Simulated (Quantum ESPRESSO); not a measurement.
## How volume moves the moments of CoO

Wanted: the trend of the moments of CoO with volume.

Program: Quantum ESPRESSO 7.5. Level of theory: PBE with U = 3.5 eV on Co d (ortho-atomic projectors); plane waves with GBRV 1.5 PBE potentials, no spin-orbit coupling. Results are calculated unless marked as measured.

**1. The structure**

It takes space group Fm-3m (No. 225, cubic). Conventional cell: a = 4.261 Å, b = 4.261 Å, c = 4.261 Å, α = 90.00°, β = 90.00°, γ = 90.00°. Co has 6 O at 2.13 Å nearest. O has 6 Co at 2.13 Å nearest. Farther neighbours and most contacts between anions are not listed.

The lattice constants were typed from memory of published values and not checked against a source.

**2. Volume 0.91, ferro +**

All lengths scale alike; the factor is that of the volume. Atoms keep their fractional places. Seeded atoms are those given a starting moment.

File pw.in:

```
&CONTROL
  calculation = 'scf'
  prefix = 'pwscf'
  outdir = './tmp'
  pseudo_dir = './pseudo'
  disk_io = 'nowf'
  tprnfor = .true.
  tstress = .true.
/
&SYSTEM
  ibrav = 0
  celldm(1) = 8
  nat = 2
  ntyp = 2
  ecutwfc = 40
  ecutrho = 280
  nbnd = 20
  occupations = 'smearing'
  smearing = 'fd'
  degauss = 0.00367493
  nspin = 2
  starting_magnetization(1) = 0.1765
  starting_magnetization(2) = 0
/
&ELECTRONS
  conv_thr = 4d-09
  electron_maxstep = 150
  mixing_beta = 0.3
/
ATOMIC_SPECIES
Co     58.9332 co_pbe_v1.2.uspp.F.UPF
O      15.9990 o_pbe_v1.2.uspp.F.UPF
CELL_PARAMETERS alat
   0.0000000000000    0.4876829241444    0.4876829241444
   0.4876829241444    0.0000000000000    0.4876829241444
   0.4876829241444    0.4876829241444    0.0000000000000
ATOMIC_POSITIONS crystal
Co      0.0000000000    0.0000000000    0.0000000000
O       0.5000000000    0.5000000000    0.5000000000
K_POINTS automatic
10 10 10 0 0 0
HUBBARD {ortho-atomic}
U Co-3d 3.5000
```

The run is started by

```bash
> OMP_NUM_THREADS=1 mpirun -n 4 pw.x -nk 4 -in pw.in > pw.out
```

What it wrote:

```text
Program PWSCF v.7.5 starts

     Message from routine setup:
     using ibrav=0 with symmetry is DISCOURAGED, use correct ibrav instead

     K-points division:     npool     =       4
     Subspace diagonalization in iterative solution of the eigenvalue problem:

     bravais-lattice index     =            0
     lattice parameter (alat)  =       8.0000  a.u.
     unit-cell volume          =     118.7716 (a.u.)^3
     number of atoms/cell      =            2
     number of atomic types    =            2
     number of electrons       =        23.00
     number of Kohn-Sham states=           20
     kinetic-energy cutoff     =      40.0000  Ry
     charge density cutoff     =     280.0000  Ry
     scf convergence threshold =      4.0E-09
     mixing beta               =       0.3000
     number of iterations used =            8  plain     mixing
     Exchange-correlation= SLA  PW   PBE  PBE
                           (   1   4   3   4   0   0   0)
     Hubbard projectors: ortho-atomic
     Hubbard parameters of DFT+U (Dudarev formulation) in eV:
     U(Co-3d) =  3.5000

     Internal variables: lda_plus_u =T, lda_plus_u_kind = 0

     Internal variables: orbital_resolved =F, hub_pot_fix =F, apply_U = F

     celldm(1)=   8.000000  celldm(2)=   0.000000  celldm(3)=   0.000000
     celldm(4)=   0.000000  celldm(5)=   0.000000  celldm(6)=   0.000000

     crystal axes: (cart. coord. in units of alat)
               a(1) = (   0.000000   0.487683   0.487683 )
               a(2) = (   0.487683   0.000000   0.487683 )
               a(3) = (   0.487683   0.487683   0.000000 )

     reciprocal axes: (cart. coord. in units 2 pi/alat)
               b(1) = ( -1.025256  1.025256  1.025256 )
               b(2) = (  1.025256 -1.025256  1.025256 )
               b(3) = (  1.025256  1.025256 -1.025256 )

     PseudoPot. # 1 for Co read from file:
     co_pbe_v1.2.uspp.F.UPF
     Pseudo is Ultrasoft + core correction, Zval = 17.0

     PseudoPot. # 2 for O  read from file:
     o_pbe_v1.2.uspp.F.UPF
     Pseudo is Ultrasoft + core correction, Zval =  6.0

     atomic species   valence    mass     pseudopotential
     Co               17.00    58.93320     Co( 1.00)
     O                 6.00    15.99900     O ( 1.00)

     Starting magnetic structure
     atomic species   magnetization
     Co              0.176
     O               0.000

     48 Sym. Ops., with inversion, found

   Cartesian axes

     site n.     atom                  positions (alat units)
         1        Co     tau(   1) = (   0.0000000   0.0000000   0.0000000  )
         2        O      tau(   2) = (   0.4876829   0.4876829   0.4876829  )

     number of k points=    47  Fermi-Dirac smearing, width (Ry)=  0.0037
                       cart. coord. in units 2pi/alat
        k(    1) = (   0.0000000   0.0000000   0.0000000), wk =   0.0010000
        k(    2) = (   0.1025256   0.1025256  -0.1025256), wk =   0.0080000
        k(    3) = (   0.2050513   0.2050513  -0.2050513), wk =   0.0080000
        k(    4) = (   0.3075769   0.3075769  -0.3075769), wk =   0.0080000
        k(    5) = (   0.4101025   0.4101025  -0.4101025), wk =   0.0080000
        [... 42 further k-points ...]

     Dense  grid:     9377 G-vectors     FFT dimensions: (  30,  30,  30)

     Smooth grid:     4015 G-vectors     FFT dimensions: (  24,  24,  24)

     Check: negative core charge=   -0.000040
     Generating pointlists ...
     new r_m :   0.2012 (alat units)  1.6094 (a.u.) for type    1
     new r_m :   0.2012 (alat units)  1.6094 (a.u.) for type    2

     Initial potential from superposition of free atoms

     starting charge      22.0000, renormalised to      23.0000

     STARTING HUBBARD OCCUPATIONS:

     =================== HUBBARD OCCUPATIONS ===================
     ------------------------ ATOM    1 ------------------------
     Tr[ns(  1)] (up, down, total) =   5.00000  2.00000  7.00000
     Atomic magnetic moment for atom   1 =   3.00000
     [... lines left out ...]
     Number of occupied Hubbard levels =    7.0000

     Atomic wfc used for Hubbard projectors are orthogonalized

     Starting wfcs are   17 randomized atomic wfcs +    3 random wfcs

     Self-consistent Calculation

     iteration #  1     ecut=    40.00 Ry     beta= 0.30
     Davidson diagonalization with overlap
     ethr =  1.00E-02,  avg # of iterations =  5.0

     =================== HUBBARD OCCUPATIONS ===================
     ------------------------ ATOM    1 ------------------------
     Tr[ns(  1)] (up, down, total) =   4.66581  1.05787  5.72368
     Atomic magnetic moment for atom   1 =   3.60794
     [... lines left out ...]
     Number of occupied Hubbard levels =    5.7237

     total energy              =    -328.96809714 Ry
     estimated scf accuracy    <       5.51788569 Ry

     total magnetization       =     3.61 Bohr mag/cell
     absolute magnetization    =     3.67 Bohr mag/cell

     iteration #  2     ecut=    40.00 Ry     beta= 0.30
     Davidson diagonalization with overlap
     ethr =  1.00E-02,  avg # of iterations =  2.0

     total energy              =    -330.02923070 Ry
     estimated scf accuracy    <       3.18623450 Ry

     total magnetization       =     1.42 Bohr mag/cell
     absolute magnetization    =     1.43 Bohr mag/cell

     [... further iterations left out ...]

     iteration # 14     ecut=    40.00 Ry     beta= 0.30
     Davidson diagonalization with overlap
     ethr =  4.14E-10,  avg # of iterations =  1.5

     total energy              =    -330.58491772 Ry
     estimated scf accuracy    <       0.00000004 Ry

     total magnetization       =     2.89 Bohr mag/cell
     absolute magnetization    =     2.91 Bohr mag/cell

     iteration # 15     ecut=    40.00 Ry     beta= 0.30
     Davidson diagonalization with overlap
     ethr =  1.80E-10,  avg # of iterations =  1.5

     Magnetic moment per site  (integrated on atomic sphere of radius R)
     atom   1 (R=0.201)  charge= 14.5035  magn=  2.5227
     atom   2 (R=0.201)  charge=  5.7113  magn=  0.2515

     End of self-consistent calculation

     =================== HUBBARD OCCUPATIONS ===================
     ------------------------ ATOM    1 ------------------------
     Tr[ns(  1)] (up, down, total) =   4.95169  2.36560  7.31729
     Atomic magnetic moment for atom   1 =   2.58609
     [... lines left out ...]
     Number of occupied Hubbard levels =    7.3173

     [... lines left out ...]
     the Fermi energy is    15.1613 ev

!    total energy              =    -330.58491773 Ry
     estimated scf accuracy    <          2.4E-09 Ry
     smearing contrib. (-TS)   =      -0.00247503 Ry
     internal energy E=F+TS    =    -330.58244271 Ry

     The total energy is F=E-TS. E is the sum of the following terms:
     one-electron contribution =    -172.00051293 Ry
     hartree contribution      =     100.91510690 Ry
     xc contribution           =     -40.16095422 Ry
     ewald contribution        =    -219.45428036 Ry
     Hubbard energy            =       0.11819791 Ry

     total magnetization       =     2.89 Bohr mag/cell
     absolute magnetization    =     2.91 Bohr mag/cell

     convergence has been achieved in  15 iterations

     Forces acting on atoms (cartesian axes, Ry/au):

     atom    1 type  1   force =    -0.00000000   -0.00000000    0.00000000
     atom    2 type  2   force =     0.00000000    0.00000000   -0.00000000

     Total force =     0.000000     Total SCF correction =     0.000000

     Computing stress (Cartesian axis) and pressure

          total   stress  (Ry/bohr**3)                   (kbar)     P=      237.50
   0.00161451  -0.00000000  -0.00000000          237.50       -0.00       -0.00
   0.00000000   0.00161451  -0.00000000            0.00      237.50       -0.00
  -0.00000000   0.00000000   0.00161451           -0.00        0.00      237.50

=------------------------------------------------------------------------------=
   JOB DONE.
=------------------------------------------------------------------------------=
```

Run time: 6.9 s. Hardware: 4 MPI ranks of Arm Neoverse V2, shared host; peak memory 0.25 GiB; 27 s of CPU time.

Spin moment in the atom's sphere by atom:

| atom | spin moment in the atom's sphere (μB) |
| --- | --- |
| Co1 | 2.52 |
| O2 | 0.25 |

This step gave:

- smearing term TS: 0.03367 eV
- pressure: 23.75 GPa
- magnetization: 2.887 μB
- absolute magnetization: 2.914 μB
- final state: ferromagnetic

**3. Volume 0.91, antiferro q=(0,0,1/2) +-**

The wavevector q is in fractions of the reciprocal vectors of the crystal's primitive cell, as the cells of these inputs are built from it; moments change sign between cells as cos(2π q·R).

File pw.in:

```
&CONTROL
  calculation = 'scf'
  prefix = 'pwscf'
  outdir = './tmp'
  pseudo_dir = './pseudo'
  disk_io = 'nowf'
  tprnfor = .true.
  tstress = .true.
/
&SYSTEM
  ibrav = 0
  celldm(1) = 8
  nat = 4
  ntyp = 3
  ecutwfc = 40
  ecutrho = 280
  nbnd = 32
  occupations = 'smearing'
  smearing = 'fd'
  degauss = 0.00367493
  nspin = 2
  starting_magnetization(1) = 0.1765
  starting_magnetization(2) = -0.1765
  starting_magnetization(3) = 0
/
&ELECTRONS
  conv_thr = 8d-09
  electron_maxstep = 150
  mixing_beta = 0.3
/
ATOMIC_SPECIES
Co1    58.9332 co_pbe_v1.2.uspp.F.UPF
Co2    58.9332 co_pbe_v1.2.uspp.F.UPF
O      15.9990 o_pbe_v1.2.uspp.F.UPF
CELL_PARAMETERS alat
   0.0000000000000    0.4876829241444    0.4876829241444
   0.4876829241444    0.0000000000000    0.4876829241444
   0.9753658482864    0.9753658482864    0.0000000000000
ATOMIC_POSITIONS crystal
Co1     0.0000000000    0.0000000000    0.0000000000
Co2     0.0000000000    0.0000000000    0.5000000000
O       0.5000000000    0.5000000000    0.2500000000
O       0.5000000000    0.5000000000    0.7500000000
K_POINTS automatic
10 10 5 0 0 0
HUBBARD {ortho-atomic}
U Co1-3d 3.5000
U Co2-3d 3.5000
```

What it wrote:

```text
     [... lines left out ...]
Program PWSCF v.7.5 starts
     [... lines left out ...]
     number of atoms/cell      =            4
     [... lines left out ...]
     number of electrons       =        46.00
     number of Kohn-Sham states=           32
     kinetic-energy cutoff     =      40.0000  Ry
     charge density cutoff     =     280.0000  Ry
     scf convergence threshold =      8.0E-09
     [... lines left out ...]
     12 Sym. Ops., with inversion, found
     [... lines left out ...]
     number of k points=    58  Fermi-Dirac smearing, width (Ry)=  0.0037
     [... lines left out ...]
     iteration # 26     ecut=    40.00 Ry     beta= 0.30
     [... lines left out ...]
     Magnetic moment per site  (integrated on atomic sphere of radius R)
     atom   1 (R=0.201)  charge= 14.5076  magn=  2.5062
     atom   2 (R=0.201)  charge= 14.5075  magn= -2.5063
     atom   3 (R=0.201)  charge=  5.7078  magn=  0.0000
     atom   4 (R=0.201)  charge=  5.7078  magn=  0.0000
     [... lines left out ...]
     Tr[ns(  1)] (up, down, total) =   4.95404  2.37383  7.32787
     [... lines left out ...]
     Tr[ns(  2)] (up, down, total) =   2.37375  4.95404  7.32778
     [... lines left out ...]
     the Fermi energy is    15.1495 ev
!    total energy              =    -661.17903092 Ry
     estimated scf accuracy    <          7.6E-09 Ry
     smearing contrib. (-TS)   =      -0.00411137 Ry
     [... lines left out ...]
     total magnetization       =    -0.00 Bohr mag/cell
     absolute magnetization    =     5.38 Bohr mag/cell
     convergence has been achieved in  26 iterations
     [... lines left out ...]
     Total force =     0.000015     Total SCF correction =     0.000161
     [... lines left out ...]
          total   stress  (Ry/bohr**3)                   (kbar)     P=      216.51
     [... lines left out ...]
```

It took 40 s on 4 MPI ranks; peak memory 0.38 GiB.

Spin moment in the atom's sphere by atom:

| atom | spin moment in the atom's sphere (μB) |
| --- | --- |
| Co1 | 2.51 |
| Co2 | -2.51 |
| O3 | 0.00 |
| O4 | 0.00 |

Numbers from this step:

| Property | Result |
| --- | --- |
| smearing term TS | 0.05594 eV |
| pressure | 21.65 GPa |
| magnetization | 0 μB |
| absolute magnetization | 5.378 μB |
| final state | antiferromagnetic |

**4. Volume 0.91, no spin polarisation**

File pw.in:

```
&CONTROL
  calculation = 'scf'
  prefix = 'pwscf'
  outdir = './tmp'
  pseudo_dir = './pseudo'
  disk_io = 'nowf'
  tprnfor = .true.
  tstress = .true.
/
&SYSTEM
  ibrav = 0
  celldm(1) = 8
  nat = 2
  ntyp = 2
  ecutwfc = 40
  ecutrho = 280
  nbnd = 18
  occupations = 'smearing'
  smearing = 'fd'
  degauss = 0.00367493
/
&ELECTRONS
  conv_thr = 4d-09
  electron_maxstep = 150
  mixing_beta = 0.3
/
ATOMIC_SPECIES
Co     58.9332 co_pbe_v1.2.uspp.F.UPF
O      15.9990 o_pbe_v1.2.uspp.F.UPF
CELL_PARAMETERS alat
   0.0000000000000    0.4876829241444    0.4876829241444
   0.4876829241444    0.0000000000000    0.4876829241444
   0.4876829241444    0.4876829241444    0.0000000000000
ATOMIC_POSITIONS crystal
Co      0.0000000000    0.0000000000    0.0000000000
O       0.5000000000    0.5000000000    0.5000000000
K_POINTS automatic
10 10 10 0 0 0
HUBBARD {ortho-atomic}
U Co-3d 3.5000
```

What it wrote:

```text
     [... lines left out ...]
Program PWSCF v.7.5 starts
     [... lines left out ...]
     number of atoms/cell      =            2
     [... lines left out ...]
     number of electrons       =        23.00
     number of Kohn-Sham states=           18
     kinetic-energy cutoff     =      40.0000  Ry
     charge density cutoff     =     280.0000  Ry
     scf convergence threshold =      4.0E-09
     [... lines left out ...]
     48 Sym. Ops., with inversion, found
     [... lines left out ...]
     number of k points=    47  Fermi-Dirac smearing, width (Ry)=  0.0037
     [... lines left out ...]
     iteration # 12     ecut=    40.00 Ry     beta= 0.30
     [... lines left out ...]
     Tr[ns(  1)] =   7.55535
     [... lines left out ...]
     the Fermi energy is    15.8135 ev
!    total energy              =    -330.54950323 Ry
     estimated scf accuracy    <          2.1E-10 Ry
     smearing contrib. (-TS)   =      -0.00156623 Ry
     [... lines left out ...]
     convergence has been achieved in  12 iterations
     [... lines left out ...]
     Total force =     0.000000     Total SCF correction =     0.000000
     [... lines left out ...]
          total   stress  (Ry/bohr**3)                   (kbar)     P=      -13.97
     [... lines left out ...]
```

Run time: 3.2 s. Hardware: 4 MPI ranks; peak memory 0.23 GiB.

This step gave:

- smearing term TS: 0.02131 eV
- pressure: -1.397 GPa
- final state: non-magnetic (no spin polarisation)

**5. Volume 1.09, ferro +**

pw.in, as its differences from that of step 4:

```diff
@@ -16,3 +16,3 @@
   ecutrho = 280
-  nbnd = 18
+  nbnd = 20
   occupations = 'smearing'
@@ -20,2 +20,5 @@
   degauss = 0.00367493
+  nspin = 2
+  starting_magnetization(1) = 0.1765
+  starting_magnetization(2) = 0
 /
@@ -30,5 +33,5 @@
 CELL_PARAMETERS alat
-   0.0000000000000    0.4876829241444    0.4876829241444
-   0.4876829241444    0.0000000000000    0.4876829241444
-   0.4876829241444    0.4876829241444    0.0000000000000
+   0.0000000000000    0.5179238589301    0.5179238589301
+   0.5179238589301    0.0000000000000    0.5179238589301
+   0.5179238589301    0.5179238589301    0.0000000000000
 ATOMIC_POSITIONS crystal
```

What it wrote:

```text
     [... lines left out ...]
Program PWSCF v.7.5 starts
     [... lines left out ...]
     number of atoms/cell      =            2
     [... lines left out ...]
     number of electrons       =        23.00
     number of Kohn-Sham states=           20
     kinetic-energy cutoff     =      40.0000  Ry
     charge density cutoff     =     280.0000  Ry
     scf convergence threshold =      4.0E-09
     [... lines left out ...]
     48 Sym. Ops., with inversion, found
     [... lines left out ...]
     number of k points=    47  Fermi-Dirac smearing, width (Ry)=  0.0037
     [... lines left out ...]
     iteration # 13     ecut=    40.00 Ry     beta= 0.30
     [... lines left out ...]
     Magnetic moment per site  (integrated on atomic sphere of radius R)
     atom   1 (R=0.214)  charge= 14.6792  magn=  2.6344
     atom   2 (R=0.214)  charge=  5.8513  magn=  0.2703
     [... lines left out ...]
     Tr[ns(  1)] (up, down, total) =   4.97946  2.29356  7.27302
     [... lines left out ...]
     the Fermi energy is    11.5654 ev
!    total energy              =    -330.59085118 Ry
     estimated scf accuracy    <          2.7E-09 Ry
     smearing contrib. (-TS)   =      -0.00295692 Ry
     [... lines left out ...]
     total magnetization       =     3.00 Bohr mag/cell
     absolute magnetization    =     3.03 Bohr mag/cell
     convergence has been achieved in  13 iterations
     [... lines left out ...]
     Total force =     0.000000     Total SCF correction =     0.000000
     [... lines left out ...]
          total   stress  (Ry/bohr**3)                   (kbar)     P=     -113.32
     [... lines left out ...]
```

The job ended after 6.7 s (4 MPI ranks; peak memory 0.27 GiB; 26 s of CPU time).

Numbers from this step:

- smearing term TS: 0.04023 eV
- pressure: -11.33 GPa
- magnetization: 2.998 μB
- absolute magnetization: 3.027 μB
- final state: ferromagnetic
- largest moment: 2.634 μB

**6. The series**

The runs not shown differ from these in the moved quantity alone.

States, by row:

| volume | ferro + | antiferro q=(0,0,1/2) +- | no spin polarisation |
| --- | --- | --- | --- |
| 0.91 | ferromagnetic | antiferromagnetic | non-magnetic |
| 0.94 | ferromagnetic | antiferromagnetic | non-magnetic |
| 0.97 | ferromagnetic | antiferromagnetic | non-magnetic |
| 1 | ferromagnetic | antiferromagnetic | non-magnetic |
| 1.03 | ferromagnetic | antiferromagnetic | non-magnetic |
| 1.06 | ferromagnetic | antiferromagnetic | non-magnetic |
| 1.09 | ferromagnetic | antiferromagnetic | non-magnetic |

Table of largest site moment by volume:

| volume (factor) | ferro + (μB) | antiferro q=(0,0,1/2) +- (μB) |
| --- | --- | --- |
| 0.9100 | 2.52 | 2.51 |
| 0.9400 | 2.57 | 2.52 |
| 0.9700 | 2.60 | 2.54 |
| 1.0000 | 2.61 | 2.55 |
| 1.0300 | 2.62 | 2.56 |
| 1.0600 | 2.63 | 2.57 |
| 1.0900 | 2.63 | 2.58 |

Energy less that of the parallel start against volume; values in meV a seeded atom:

| volume (factor) | antiferro q=(0,0,1/2) +- | no spin polarisation |
| --- | --- | --- |
| 0.9100 | -62.6 | 482 |
| 0.9400 | -54.8 | 570 |
| 0.9700 | -47.0 | 651 |
| 1.0000 | -39.7 | 725 |
| 1.0300 | -33.3 | 794 |
| 1.0600 | -27.6 | 857 |
| 1.0900 | -22.5 | 915 |

Energy over the lowest against volume; values in meV an atom:

| volume (factor) | ferro + | antiferro q=(0,0,1/2) +- | no spin polarisation |
| --- | --- | --- | --- |
| 0.9100 | 87.1 | 55.9 | 328 |
| 0.9400 | 51.5 | 24.1 | 336 |
| 0.9700 | 29.7 | 6.21 | 355 |
| 1.0000 | 19.9 | 0 | 383 |
| 1.0300 | 20.4 | 3.79 | 417 |
| 1.0600 | 29.8 | 16.1 | 458 |
| 1.0900 | 46.8 | 35.5 | 504 |

**7. What came out**

| Quantity | Value |
| --- | --- |
| moment, parallel start | 2.52 to 2.63 μB |
| states met from these starts | antiferromagnetic and ferromagnetic |

The moment of the parallel start goes from 2.52 μB at 0.91 to 2.63 μB at 1.09. The net moment of the cell goes from 2.89 to 3.00 μB. The radius of the spheres follows the nearest distance, so part of the change of the site moments is the spheres'. The largest moment of the start antiferro q=(0,0,1/2) +- lies between 2.51 and 2.58 μB. The start antiferro q=(0,0,1/2) +- lies under the parallel one at every finished point, by 22.5 to 62.6 meV a seeded atom. The smearing term is large for its width, so states at the Fermi level are partly filled: at this level the cell is a metal or has a gap of a few widths at most. Degenerate orbitals of a corrected shell are partly filled. Whether a state of lower symmetry lies under this one was not tested; under a U it often does.

[Logs and program files are shortened in this print: banners, set-up blocks, solver, clock and traceback lines can be left out without a mark of their own.]

[Logs are printed without paths, hosts, clocks, repeated set-up lines and the standing remarks that a program may print on its own settings, such as how far it seeks lower states.]

[Hosts, paths, dates, database ids (printed as entryN), source tags and the programs' standing remarks are cut or masked in the printed files.]

[Where a cell is said to come from a database of computed structures, the database is the Materials Project.]
